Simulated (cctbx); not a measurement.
# A crystallographic session in cctbx: Hf2TiFe3

Library: cctbx 2025.11. The data are simulated by the first script.

## 1. Simulate the data

run.py:

```python
from cctbx import adptbx, crystal, miller, sgtbx, xray
from cctbx.array_family import flex
from iotbx.shelx import hklf
from scitbx import matrix
import scitbx.random

cs = crystal.symmetry(unit_cell=(5.018, 5.018, 8.157, 90, 90, 120), space_group_symbol='Hall: -P 6c 2c')  # P6_3/mmc
atoms = [  # label, site, U (iso, or U11 U22 U33 U12 U13 U23 in A^2), occupancy
    ("Hf1", (1/3, 2/3, 0.0669), (0.0061, 0.0061, 0.0037, 0.0030, 0.0000, 0.0000), 1),
    ("Fe1", (0.6597, 0.82985, 0.75), (0.0046, 0.0033, 0.0043, 0.0023, 0.0000, 0.0000), 1),
    ("Ti1", (0, 0, 0), (0.0072, 0.0072, 0.0076, 0.0036, 0.0000, 0.0000), 1),
]
xs = xray.structure(crystal_symmetry=cs)
for label, site, u, occ in atoms:
    u = adptbx.u_cif_as_u_star(cs.unit_cell(), u) if isinstance(u, tuple) else u
    xs.add_scatterer(xray.scatterer(label, site=site, u=u, occupancy=occ))
xs.set_inelastic_form_factors(1.54184, "sasaki")
xs.show_summary()
p1 = xs.expand_to_p1()
ms = miller.build_set(p1, anomalous_flag=True, d_min=0.83)
flex.set_random_seed(768141)
scitbx.random.set_random_seed(768141)
ms = ms.select(flex.random_double(ms.size()) < 0.8)
i = ms.structure_factors_from_scatterers(p1, algorithm="direct").f_calc().as_intensity_array().data()
i = i * 20000 / flex.max(i)
sig = flex.sqrt(i + flex.pow2(0.02 * i) + 15 ** 2)
noise = scitbx.random.variate(scitbx.random.normal_distribution())(i.size())
data = ms.array(data=i + sig * noise, sigmas=sig).set_observation_type_xray_intensity()
with open("data.hkl", "w") as f:
    data.export_as_shelx_hklf(f)
print("reflections written:", data.size(), " <I/sigma> = %.1f" % flex.mean(data.data() / data.sigmas()))
for h, a, b in list(data.sort("data"))[:12]:
    print("%4d%4d%4d %9.1f %7.1f" % (h + (a, b)))
```

```console
$ python run.py
```

```text
Number of scatterers: 3
At special positions: 3
Unit cell: (5.018, 5.018, 8.157, 90, 90, 120)
Space group: P 63/m m c (No. 194)
reflections written: 1075  <I/sigma> = 20.9
  -2   4   0   20513.4   424.5
   4  -2   0   20382.9   424.5
   2  -4   0   19819.4   424.5
  -2  -2   0   19593.1   424.5
   1  -2   0   14918.9   305.5
   2  -1   0   14383.6   305.5
   1   1   0   14350.4   305.5
  -1   1  -3   14138.5   299.9
  -1   2   0   14134.1   305.5
  -1   1   3   14110.7   299.9
   1  -1  -3   14014.6   299.9
   1   0  -3   13973.4   299.9
```

It took 0.33 s on 1 thread of Arm Neoverse N1, on a shared host, peak memory 0.07 GiB.

## 2. Refinement (right model, isotropic)

run.py:

```python
import math
from cctbx import adptbx, crystal, maptbx, sgtbx, xray
from cctbx.array_family import flex
from cctbx.xray import observations
from iotbx.shelx import hklf
from scitbx.lstbx import normal_eqns_solving
from smtbx import absolute_structure, utils
from smtbx.refinement import constraints, least_squares

cs = crystal.symmetry(unit_cell=(5.018, 5.018, 8.157, 90, 90, 120), space_group_symbol='Hall: -P 6c 2c')  # P6_3/mmc
atoms = [  # label, site, U (iso, or U11 U22 U33 U12 U13 U23 in A^2), occupancy
    ("Hf1", (1/3, 2/3, 0.069), 0.0200, 1),
    ("Fe1", (0.6581, 0.829, 0.75), 0.0200, 1),
    ("Ti1", (0, 0, 0), 0.0200, 1),
]
xs = xray.structure(crystal_symmetry=cs)
for label, site, u, occ in atoms:
    u = adptbx.u_cif_as_u_star(cs.unit_cell(), u) if isinstance(u, tuple) else u
    xs.add_scatterer(xray.scatterer(label, site=site, u=u, occupancy=occ))
xs.set_inelastic_form_factors(1.54184, "sasaki")
raw = hklf.reader(file_name="data.hkl").as_miller_arrays(crystal_symmetry=cs, anomalous=True)[0]
merged = raw.eliminate_sys_absent().merge_equivalents()
fo2 = merged.array().set_observation_type_xray_intensity()
print("Rint %.3f, %d unique reflections to %.2f A" % (merged.r_int(), fo2.size(), fo2.d_min()))
for sc in xs.scatterers():
    sc.flags.set_grad_site(True)
    sc.flags.set_grad_u_aniso(sc.flags.use_u_aniso())
    sc.flags.set_grad_u_iso(sc.flags.use_u_iso())
obs = fo2.as_xray_observations()
extra = {}
rep = constraints.reparametrisation(xs, [], utils.connectivity_table(xs), **extra)
ls = least_squares.crystallographic_ls(obs, rep, weighting_scheme=least_squares.mainstream_shelx_weighting(a=0, b=0))
print("cycle     R1     wR2    GooF  max shift (A)")
for cycle in range(8):
    ls.build_up()
    r1, wr2, goof = ls.r1_factor(cutoff_factor=2)[0], ls.wR2(), ls.goof()
    old = xs.sites_cart()
    normal_eqns_solving.levenberg_marquardt_iterations(ls, n_max_iterations=3, tau=1e-06, step_threshold=1e-7)
    big = flex.max((xs.sites_cart() - old).norms())
    print("%4d %7.4f %7.4f %7.3f %9.5f" % (cycle + 1, r1, wr2, goof, big))
    ls.build_up(objective_only=True)
    if abs(ls.wR2() - wr2) < 5e-5 and big < 5e-4:
        break
ls.build_up()
print("final R1 %.4f wR2 %.4f GooF %.3f  parameters %d  data/parameter %.1f" % (ls.r1_factor(cutoff_factor=2)[0], ls.wR2(), ls.goof(), ls.n_parameters, fo2.size() / ls.n_parameters))
cov = ls.covariance_matrix_and_annotations()
su = dict(zip(cov.annotations, (math.sqrt(max(v, 0)) for v in cov.matrix.matrix_packed_u_diagonal())))
a2 = cs.unit_cell().reciprocal_parameters()[0] ** -2
print("atom        x        y        z      Ueq    occ   su(xyz)  su(Uiso or U11)")
for sc in xs.scatterers():
    s = max(su.get(sc.label + k, 0) for k in (".x", ".y", ".z"))
    npd = "" if sc.is_positive_definite_u(cs.unit_cell()) else "  NPD"
    print("%-5s %8.5f %8.5f %8.5f %8.4f %6.3f %8.5f %7.4f%s" % ((sc.label,) + sc.site + (sc.u_iso_or_equiv(cs.unit_cell()), sc.occupancy, s, su.get(sc.label + ".uiso", su.get(sc.label + ".u11", 0) * a2), npd)))
fo = fo2.f_sq_as_f()
fc = fo.structure_factors_from_scatterers(xs, algorithm="direct").f_calc()
diff = fo.f_obs_minus_f_calc(1 / math.sqrt(ls.scale_factor()), fc).average_bijvoet_mates()
m = diff.fft_map(symmetry_flags=maptbx.use_space_group_symmetry, resolution_factor=0.25).apply_volume_scaling()
print("difference map: max %.2f min %.2f rms %.2f" % (m.statistics().max(), m.statistics().min(), m.statistics().sigma()))
peaks = m.peak_search(parameters=maptbx.peak_search_parameters(min_distance_sym_equiv=0.6, max_clusters=6)).all()
near = xs.closest_distances(peaks.sites(), distance_cutoff=4)
sps = cs.special_position_settings(min_distance_sym_equiv=0.5)
for k, (x, h) in enumerate(zip(peaks.sites(), peaks.heights())):
    ss = sps.site_symmetry(x)
    print("Q%-3d %7.4f %7.4f %7.4f %4d %7.2f  %.2f A from %s" % ((k + 1,) + tuple(t % 1 for t in ss.exact_site()) + (ss.multiplicity(), h, near.smallest_distances[k], xs.scatterers()[near.i_seqs[k]].label)))
```

```console
$ python run.py
```

```text
Rint 0.022, 81 unique reflections to 0.83 A
cycle     R1     wR2    GooF  max shift (A)
   1  0.1080  0.2470  22.140   0.01682
   2  0.0125  0.0272   2.436   0.00000
final R1 0.0125 wR2 0.0272 GooF 2.436  parameters 5  data/parameter 16.2
atom        x        y        z      Ueq    occ   su(xyz)  su(Uiso or U11)
Hf1    0.33333  0.66667  0.06694   0.0053  1.000  0.00005  0.0002
Fe1    0.65968  0.82984  0.75000   0.0038  1.000  0.00030  0.0003
Ti1    0.00000  0.00000  0.00000   0.0072  1.000  0.00000  0.0005
difference map: max 1.10 min -1.78 rms 0.23
Q1    0.2113  0.6057  0.0644   12    1.18  0.53 A from Hf1
Q2    0.2248  0.6124  0.1915   12    0.62  1.12 A from Hf1
Q3    0.0928  0.1857  0.7500    6    0.51  0.67 A from Fe1
Q4    0.3333  0.6667  0.5698    4    0.47  1.12 A from Hf1
Q5    0.2017  0.4035  0.6815   12    0.35  0.62 A from Fe1
Q6    0.2600  0.5200  0.5500   12    0.35  1.15 A from Hf1
```

Time: 0.49 s.

## 3. Refinement (right model, anisotropic)

run.py, as its changes from the last script of this kind:

```diff
@@ -12,3 +12,3 @@
-    ("Hf1", (1/3, 2/3, 0.069), 0.0200, 1),
-    ("Fe1", (0.6581, 0.829, 0.75), 0.0200, 1),
-    ("Ti1", (0, 0, 0), 0.0200, 1),
+    ("Hf1", (1/3, 2/3, 0.06694), 0.0053, 1),
+    ("Fe1", (0.65968, 0.82984, 0.75), 0.0038, 1),
+    ("Ti1", (0, 0, 0), 0.0072, 1),
@@ -20,0 +21 @@
+xs.convert_to_anisotropic()
```

```console
$ python run.py
```

```text
Rint 0.022, 81 unique reflections to 0.83 A
cycle     R1     wR2    GooF  max shift (A)
   1  0.0125  0.0272   2.503   0.00018
   2  0.0054  0.0107   0.985   0.00000
final R1 0.0054 wR2 0.0107 GooF 0.985  parameters 9  data/parameter 9.0
atom        x        y        z      Ueq    occ   su(xyz)  su(Uiso or U11)
Hf1    0.33333  0.66667  0.06692   0.0055  1.000  0.00002  0.0001
Fe1    0.65968  0.82984  0.75000   0.0040  1.000  0.00012  0.0003
Ti1    0.00000  0.00000  0.00000   0.0076  1.000  0.00000  0.0003
difference map: max 0.46 min -0.43 rms 0.13
Q1    0.1278  0.2556  0.1804   12    0.49  1.45 A from Fe1
Q2    0.2542  0.5083  0.2500    6    0.44  1.64 A from Hf1
Q3    0.2063  0.4127  0.6802   12    0.40  0.65 A from Fe1
Q4    0.0812  0.1624  0.7500    6    0.38  0.77 A from Fe1
Q5    0.1309  0.5655  0.0332   12    0.32  0.92 A from Hf1
Q6    0.0984  0.1968  0.0331   12    0.30  0.90 A from Ti1
```

Time: 0.46 s.

## 4. Refinement

run.py, as its changes from the last script of this kind:

```diff
@@ -14,0 +15 @@
+    ("Ti2", (0.71, 0.886, 0.987), 0.0300, 1),
@@ -21 +21,0 @@
-xs.convert_to_anisotropic()
@@ -35 +35 @@
-for cycle in range(8):
+for cycle in range(12):
```

```console
$ python run.py
```

```text
Rint 0.022, 81 unique reflections to 0.83 A
cycle     R1     wR2    GooF  max shift (A)
   1  0.4230  0.7334  67.075   0.08058
   2  0.2032  0.5115  46.779   1.07920
   3  0.0244  0.0625   5.718   0.37617
   4  0.0211  0.0532   4.869   0.00000
final R1 0.0211 wR2 0.0532 GooF 4.869  parameters 8  data/parameter 10.1
atom        x        y        z      Ueq    occ   su(xyz)  su(Uiso or U11)
Hf1    0.33333  0.66667  0.06693   0.0053  1.000  0.00011  0.0004
Fe1    0.66007  0.83004  0.75000   0.0037  1.000  0.00060  0.0006
Ti1    0.00000  0.00000  0.00000   0.0073  1.000  0.00000  0.0010
Ti2    0.97457  0.98728  0.87570   0.6918  1.000  0.21764  0.1006
difference map: max 0.91 min -2.55 rms 0.44
Q1    0.1408  0.2816  0.0214   12    0.92  1.24 A from Ti1
Q2    0.0945  0.1890  0.7500    6    0.85  0.66 A from Fe1
Q3    0.1417  0.2834  0.1728   12    0.80  1.24 A from Ti2
Q4    0.1851  0.3701  0.6868   12    0.74  0.53 A from Fe1
Q5    0.0400  0.2400  0.2500   12    0.71  0.93 A from Fe1
Q6    0.0000  0.2800  0.0500   24    0.70  1.44 A from Ti2
```

Time: 0.58 s.

This run holds a fault made on purpose: spurious atom: Ti2.

## 5. Refinement

run.py, as its changes from the last script of this kind:

```diff
@@ -14,2 +14 @@
-    ("Ti1", (0, 0, 0), 0.0072, 1),
-    ("Ti2", (0.71, 0.886, 0.987), 0.0300, 1),
+    ("Ca1", (0, 0, 0), 0.0072, 1),
@@ -21,0 +21 @@
+xs.convert_to_anisotropic()
```

```console
$ python run.py
```

```text
Rint 0.022, 81 unique reflections to 0.83 A
cycle     R1     wR2    GooF  max shift (A)
   1  0.0218  0.0501   4.610   0.00036
   2  0.0125  0.0292   2.685   0.00000
final R1 0.0125 wR2 0.0292 GooF 2.685  parameters 9  data/parameter 9.0
atom        x        y        z      Ueq    occ   su(xyz)  su(Uiso or U11)
Hf1    0.33333  0.66667  0.06691   0.0055  1.000  0.00006  0.0003
Fe1    0.65976  0.82988  0.75000   0.0040  1.000  0.00033  0.0008
Ca1    0.00000  0.00000  0.00000   0.0024  1.000  0.00000  0.0009
difference map: max 1.50 min -0.61 rms 0.22
Q1    0.0000  0.0000  0.0000    2    1.52  0.00 A from Ca1
Q2    0.1247  0.2494  0.1683   12    0.47  1.48 A from Fe1
Q3    0.2033  0.4066  0.6875   12    0.42  0.59 A from Fe1
Q4    0.2571  0.5143  0.2500    6    0.39  1.63 A from Hf1
Q5    0.1952  0.5976  0.7500    6    0.34  1.23 A from Fe1
Q6    0.0709  0.5354  0.0416   12    0.31  1.16 A from Hf1
```

Time: 0.46 s.

This run holds a fault made on purpose: wrong element: Ca1 is Ti.

## 6. Refinement

run.py, as its changes from the last script of this kind:

```diff
@@ -14 +14 @@
-    ("Ca1", (0, 0, 0), 0.0072, 1),
+    ("Ti1", (0, 0, 0), 0.0072, 1),
@@ -20 +20 @@
-xs.set_inelastic_form_factors(1.54184, "sasaki")
+xs.set_inelastic_form_factors(0.71073, "sasaki")
```

```console
$ python run.py
```

```text
Rint 0.022, 81 unique reflections to 0.83 A
cycle     R1     wR2    GooF  max shift (A)
   1  0.0361  0.0765   7.046   0.00028
   2  0.0120  0.0277   2.550   0.00000
final R1 0.0120 wR2 0.0277 GooF 2.550  parameters 9  data/parameter 9.0
atom        x        y        z      Ueq    occ   su(xyz)  su(Uiso or U11)
Hf1    0.33333  0.66667  0.06693   0.0083  1.000  0.00006  0.0003
Fe1    0.65974  0.82987  0.75000   0.0041  1.000  0.00032  0.0007
Ti1    0.00000  0.00000  0.00000   0.0015  1.000  0.00000  0.0008
difference map: max 1.26 min -0.60 rms 0.24
Q1    0.0000  0.0000  0.0000    2    1.27  0.00 A from Ti1
Q2    0.1940  0.3879  0.6979   12    0.90  0.47 A from Fe1
Q3    0.0903  0.1806  0.7500    6    0.66  0.69 A from Fe1
Q4    0.1218  0.2436  0.1630   12    0.50  1.50 A from Fe1
Q5    0.1954  0.5977  0.7500    6    0.36  1.23 A from Fe1
Q6    0.2657  0.5315  0.5507   12    0.35  1.13 A from Hf1
```

Run time: 0.47 s on 1 thread of Arm Neoverse N1 (shared host), peak memory 0.09 GiB.

This run holds a fault made on purpose: dispersion terms of the wrong wavelength.

[Logs are printed without paths, hosts, clocks, repeated set-up lines and the standing remarks that a program may print on its own settings, such as how far it seeks lower states.]
